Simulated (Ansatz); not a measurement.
**H_F in KZnF3 (Pm-3m): charge-transition levels and formation energies**

Wanted: the transition levels of a hydrogen on a lattice site in KZnF3 (Pm-3m), from a cell of 40 host atoms with 1 F taken out and 1 H put in.

Calculated with Ansatz 0.2.0; place-levels on PBE runs: charge-transition levels and formation energies with image-charge correction and potential alignment at the atomic sites.

## Step 1: The starting structure

The cell holds 40 atoms: 8 K, 8 Zn, 23 F and 1 H. Its edges and angles: a = 8.255 Å, b = 8.255 Å, c = 8.255 Å, α = 90.0°, β = 90.0°, γ = 90.0°. It derives from KZnF3 (space group Pm-3m). Nearest the centre at fractional (0.250, 0.500, 0.250): H14 at 0.00 Å, Zn2 at 2.06 Å, Zn12 at 2.06 Å, K31 at 2.92 Å, F23 at 2.92 Å, F33 at 2.92 Å, K16 at 2.92 Å, F15 at 2.92 Å.

Coordinates:

```xyz
40
Lattice="8.2551 0.0000 0.0000 0.0000 8.2551 0.0000 0.0000 0.0000 8.2551" Properties=species:S:1:pos:R:3 pbc="T T T"
K     0.0000    0.0000    0.0000
Zn    2.0638    2.0638    2.0638
F     0.0000    2.0638    2.0638
F     2.0638    0.0000    2.0638
F     2.0638    2.0638    0.0000
K     0.0000    0.0000    4.1275
Zn    2.0638    2.0638    6.1913
F     0.0000    2.0638    6.1913
F     2.0638    0.0000    6.1913
F     2.0638    2.0638    4.1275
K     0.0000    4.1275    0.0000
Zn    2.0638    6.1913    2.0638
F     0.0000    6.1913    2.0638
H     2.0638    4.1275    2.0638
F     2.0638    6.1913    0.0000
K     0.0000    4.1275    4.1275
Zn    2.0638    6.1913    6.1913
F     0.0000    6.1913    6.1913
F     2.0638    4.1275    6.1913
F     2.0638    6.1913    4.1275
K     4.1275    0.0000    0.0000
Zn    6.1913    2.0638    2.0638
F     4.1275    2.0638    2.0638
F     6.1913    0.0000    2.0638
F     6.1913    2.0638    0.0000
K     4.1275    0.0000    4.1275
Zn    6.1913    2.0638    6.1913
F     4.1275    2.0638    6.1913
F     6.1913    0.0000    6.1913
F     6.1913    2.0638    4.1275
K     4.1275    4.1275    0.0000
Zn    6.1913    6.1913    2.0638
F     4.1275    6.1913    2.0638
F     6.1913    4.1275    2.0638
F     6.1913    6.1913    0.0000
K     4.1275    4.1275    4.1275
Zn    6.1913    6.1913    6.1913
F     4.1275    6.1913    6.1913
F     6.1913    4.1275    6.1913
F     6.1913    6.1913    4.1275
```

Known beforehand: the electronic dielectric constant, 2.38, and the static one, 10.61, computed on the host (DFPT, PBE).

The cell's shortest repeat is 8.3 Å.

## Step 2: Charge states

Levels follow from differences of total energies between charge states, each relaxed by itself.

Random displacements of about 0.03 Å break the site symmetry at the start, so that the relaxation can reach a distorted minimum if there is one. Forces are taken at one point at (¼, ¼, ¼). The cell holds 1 electron more than the neutral one, with a uniform background that keeps it neutral on the whole. The electron count is odd, so at least one spin is unpaired; this run locks the moment at 1 μB.

One state's input; the others differ in charge, spin, start and seed, and in occupations where the table says so.

The input, qm1_M1.relax/input.yaml:

```yaml
crystal:
  lattice:
    - [4.12753451, 0.0, 0.0]
    - [0.0, 4.12753451, 0.0]
    - [0.0, 0.0, 4.12753451]
  atoms:
    - { symbol: K, position: [0.0, 0.0, 0.0] }
    - { symbol: Zn, position: [0.5, 0.5, 0.5] }
    - { symbol: F, position: [0.0, 0.5, 0.5] }
    - { symbol: F, position: [0.5, 0.0, 0.5] }
    - { symbol: F, position: [0.5, 0.5, 0.0] }
  supercell: [2, 2, 2]
  defects: [{ substitution: { at: 13, symbol: H } }]
total_charge: -1
basis:
  ecutwfc: 420
  xc_grid: 2
hamiltonian:
  xc: pbe
kpoints:
  mp_grid: { grid: [1, 1, 1], shift: [0.25, 0.25, 0.25] }
magnetization:
  spin_polarized: true
  initial_magnetization: 1
  spin_locking: { lock_magnetization: hard }
scf:
  occupations: { method: fixed }
  max_iter: 80
output:
  forces: true
  charged_corrections: { epsilon: 2.38, static_epsilon: 10.61 }
relax:
  f_tol: 0.02
  max_steps: 80
  random_displacement: { amplitude: 0.03, seed: 600 }
checkpoint:
  write: "../qm1_M1.relax.run"
  compress: false
  write_wavefunctions: true
  write_every: 100000
```

Launch:

```sh
$ ansatz run input.yaml --threads 2 --pin off --max-ram 3768MiB --backend cpu --events-out ev --progress --plain --runs-dir out
```

The run of this state that the levels use, under PBE:

The input, qm1_M1.point/input.yaml:

```yaml
crystal:
  checkpoint: "../qm1_M1.relax.run"
  host: checkpoint
total_charge: -1
basis:
  ecutwfc: 420
  xc_grid: 2
hamiltonian:
  xc: pbe
kpoints:
  mp_grid: { grid: [1, 1, 1], shift: [0.25, 0.25, 0.25] }
magnetization:
  spin_polarized: true
  initial_magnetization: 1
  spin_locking: { lock_magnetization: hard }
scf:
  occupations: { method: fixed }
  max_iter: 80
output:
  forces: true
  eigenvalues: true
  charged_corrections:
    epsilon: 2.38
    static_epsilon: 10.61
    defect_position: [0.25, 0.5, 0.25]
  eigenstates: { localisation: true }
  populations: true
  efg: {}
  band_densities: [{ bands: [v1, v1] }, { bands: [c1, c1] }]
  write_density: true
  write_potential: true
  volumetric_format: npy
checkpoint:
  read: "../qm1_M1.relax.run"
  write: "../qm1_M1.point.run"
  compress: false
  write_wavefunctions: false
  write_every: 100000
```

Relaxations under PBE at one point at (¼, ¼, ¼); times on 2 threads of Arm Neoverse V2, shared host:

```
charge  moment (μB)  occupations    outcome  steps  largest displacement against the far atoms (Å)     time
    −1            1        fixed  converged     14                                            0.30  3.5 min
     0            0        fixed  converged     15                                            0.35  1.9 min
    +1            1        fixed  converged     12                                            0.36  3.8 min
```

Single points under PBE at one point at (¼, ¼, ¼); times on 2 threads of Arm Neoverse V2, shared host:

```
charge  moment (μB)  occupations    outcome   time
    −1            1        fixed  converged   24 s
     0            0        fixed  converged  8.4 s
    +1            1        fixed  converged   23 s
```

Distances (Å) from H14 to the nearest atoms after relaxation with PBE:

```
charge  moment (μB)       1.       2.      3.      4.      5.      6.
    −1            1  Zn 1.83  Zn 1.84  F 2.86  F 2.86  F 2.86  F 2.87
     0            0  Zn 1.77  Zn 1.89  F 2.84  F 2.84  F 2.84  F 2.84
    +1            1  Zn 1.73  Zn 2.54  F 2.60  F 2.60  F 2.60  F 2.60
```

## Step 3: place-levels, PBE

A charged cell interacts with its images and the background, and its potential has another zero than the host's. place-levels removes the first by a point-charge model, screened by the static dielectric constant since the ions have relaxed around the charge, and the second by comparing potentials at atoms far from the defect.

The host is a run of the defect-free crystal in the same cutoffs, grids and k-points, so that basis and sampling errors cancel in part in the differences. The host is run in a cell of 5 atoms on a matching mesh. Its band edges are searched through the zone by a band path, so the gap is smaller than, or equal to, that on the mesh. Chemical potentials are energies per atom of F (F2 molecule) and H (H2 molecule), run with the same functional and cutoff.

The input, levels.point.yaml:

```yaml
host:
  run: host.point.run
states: [qm1_M1.point.run, q0.point.run, qp1_M1.point.run]
geometry_from:
  qm1_M1.point.run: qm1_M1.relax.run
  q0.point.run: q0.relax.run
  qp1_M1.point.run: qp1_M1.relax.run
chemical_potentials:
  F:
    energy: -805.59326
    dataset: <sha256 of the dataset>
  H:
    energy: -15.87217
    dataset: "<sha256 of the dataset>"
```

Launch:

```sh
$ ansatz place-levels levels.point.yaml -- --threads 2 --pin off --max-ram 3768MiB
```

Numbers of over 12 decimals in the logs are rounded to 6 here.

The log of the run:

```text
[... repeated set-up lines and file paths are left out, and long positions are rounded to six places ...]
(+1/0) 0.406 eV above the valence edge, 3.307 eV under the conduction edge
(0/-1) 3.746 eV above the valence edge (+4.675 eV without the band-filling correction), in the conduction band
formation energy of charge +1: +3.779 eV with the Fermi level at the valence edge
formation energy of charge 0: +4.185 eV with the Fermi level at the valence edge
formation energy of charge -1: +7.931 eV with the Fermi level at the valence edge
  edges by pbe, gap 3.713 eV; the host is sampled to repeats of 11.67 Å
  the defect's cells are sampled to repeats of 11.67 Å, like sampling
  charge +1: -57500.3619 eV with its correction of +0.050 eV, at epsilon 10.61, aligned at sites: -0.1833 eV, mean over 25 atomic sites at or beyond 4.13 Å from the defect at [0.2500, 0.5000, 0.2500], with -0.010502 for the charge's moments and without [...]
  charge 0: +0.000 eV for its dipole among its images, +0.000 omitted
  charge -1: -57488.5163 eV with its correction of +0.180 eV, at epsilon 10.61, aligned at sites: +0.0537 eV, mean over 25 atomic sites at or beyond 4.13 Å from the defect at [0.2500, 0.5000, 0.2500], with +0.012145 for the charge's moments and without [...]
  of states[2] (qp1_M1.point.run): how wide its charge is, is not read beside other atoms or cores, and a band state would take no correction. [...]
  of states[1] (q0.point.run): its alignment with the host at atomic sites is doubtful: the mean over the far sites moves by +0.0645 eV from their farther parts to their nearer, more than 0.05 eV. [...]
  of states[0] (qm1_M1.point.run): how wide its charge is, is not read beside other atoms or cores, and a band state would take no correction. [...]
```

Wall time 0.14 s (2 threads of Arm Neoverse V2, shared host).

Levels between the charges placed, in eV above the valence top:

```
     gap (eV)  (+1/0)  (0/−1)
PBE      3.71    0.41    3.75
```

Corrections by state:

```
charge  moment (μB)  image terms and alignment (eV)  band filling (eV)  ε used  over the lowest of its charge, as the program ranks them, band filling apart (eV)
    +1          1.0                           0.050                  -   10.61                                                                              0.000
     0          0.0                           0.000                  -       -                                                                              0.000
    −1          1.0                           0.180             -0.929   10.61                                                                              0.000
```

From the program's caveats on the states, each cut to its opening words:

- charge +1 (1 μB), −1 (1 μB): how wide its charge is, is not read beside other atoms or cores, and a band state would take no correction
- charge +1 (1 μB): its displacements don't fall off away from the defect: farther atoms stand 0.011 Å off the host's places
- charge 0: its alignment with the host at atomic sites is doubtful: the mean over the far sites moves by +0.0645 eV from their farther parts to their nearer, more than [...]
- charge 0: its displacements don't fall off away from the defect: farther atoms stand 0.03 Å off the host's places
- charge −1 (1 μB): a band-filling correction moves a carrier to the host's band edge, which changes its energy by -0.929 eV
- charge −1 (1 μB): its displacements don't fall off away from the defect: farther atoms stand 0.026 Å off the host's places
- charge −1 (1 μB): flagged: stability check not made

Chemical potentials of the elements' reference phases, run alike. Formation energy by charge state (elemental references; gap 3.71 eV):

```
charge  at valence top (eV)  at conduction bottom (eV)  correction included (eV)
    +1                 3.78                       7.49                      0.05
     0                 4.19                       4.19                      0.00
    −1                 7.93                       4.22                     -0.75
```

| Fermi level (eV) | lowest formation energy (eV) |
| --- | --- |
| 0.00 | 3.78 |
| 0.34 | 4.12 |
| 0.67 | 4.19 |
| 1.01 | 4.19 |
| 1.35 | 4.19 |
| 1.69 | 4.19 |
| 2.03 | 4.19 |
| 2.36 | 4.19 |
| 2.70 | 4.19 |
| 3.04 | 4.19 |
| 3.38 | 4.19 |
| 3.71 | 4.19 |

Transition levels lie at 0.41 eV (+1/0) above the valence top.

## Step 4: A changed set-up

The levels are placed again with one choice changed, to see how much they rest on it.

levels.try0.yaml is levels.point.yaml with these lines changed:

```diff
+defect_position:
+  qm1_M1.point.run: [0.37, 0.62, 0.37]
+  qp1_M1.point.run: [0.37, 0.62, 0.37]
```

Launch:

```sh
$ ansatz place-levels levels.try0.yaml -- --threads 2 --pin off --max-ram 3768MiB
```

The log of the run:

```text
(+1/0) 0.384 eV above the valence edge, 3.329 eV under the conduction edge
[...]
formation energy of charge +1: +3.801 eV with the Fermi level at the valence edge
formation energy of charge 0: +4.185 eV with the Fermi level at the valence edge
formation energy of charge -1: +7.931 eV with the Fermi level at the valence edge
  edges by pbe, gap 3.713 eV; the host is sampled to repeats of 11.67 Å
[... the lines on each state left out ...]
```

The change: the charge placed away from the defect.

Levels in eV above the valence top; the changed ones are not the defect's:

```
           gap (eV)  (+1/0)  (0/−1)
  changed      3.71    0.38    3.75
as set up      3.71    0.41    3.75
```

The largest shift is 0.02 eV, band-filling terms included.

## Step 5: Results

```
gap of the host                                                             : 3.71 eV (PBE)
level (plus 1/0)                                                            : 0.41 eV above the valence top
level (0/minus 1)                                                           : 3.75 eV above the valence top, past the conduction bottom (4.67 eV above the valence top without the band-filling term)
lowest of the charges placed, just above the valence top (0.02 eV)          : +1
lowest of the charges placed, just below the conduction bottom (0.02 eV)    : 0
lowest formation energy at mid-gap of the charges run, elemental references : 4.19 eV
```

In words: Of the charges placed (−1, 0 and +1), the lowest changes at 0.41 eV (+1/0) above the valence top, in a gap of 3.71 eV. Charges above +1 were not placed, so these runs say nothing of levels that involve them. States placed: +1 at 1 μB; 0 at 0 μB; −1 at 1 μB. Other spin states or structures, where not listed, weren't placed. The program finds carriers beyond a band edge of the host and adds a band-filling term at charge −1 (-0.93 eV); steps to such a charge show no bound level, and a defect level inside a band would be read the same way. H is taken at its element; compounds, which aren't counted here, bound the chemical potentials and would shift these formation energies. The program doubts the alignment of potentials for at least one state, a sign that the cell is small. Limits: one k-point off the zone centre stands for the whole zone; the images are only 8.3 Å apart; PBE makes the gap too small and tends to spread out bound carriers; where a gas molecule sets a chemical potential or the host's formation energy, its binding is uncorrected.

[Logs are printed without paths, hosts, clocks, repeated set-up lines and the standing remarks that a program may print on its own settings, such as how far it seeks lower states.]

[Hosts, paths, dates, database ids (printed as entryN), source tags and the programs' standing remarks are cut or masked in the printed files.]

[Where a table of states has a column of steps, it counts the stored structures, which are thinned; the runs took as many ionic steps or more.]

[A defect's name tells the site on which it was built; relaxed atoms can leave that site.]

[For some hosts the program warned that the k-mesh of the response run may be too coarse for force constants and the static dielectric constant; such warnings are not shown here.]
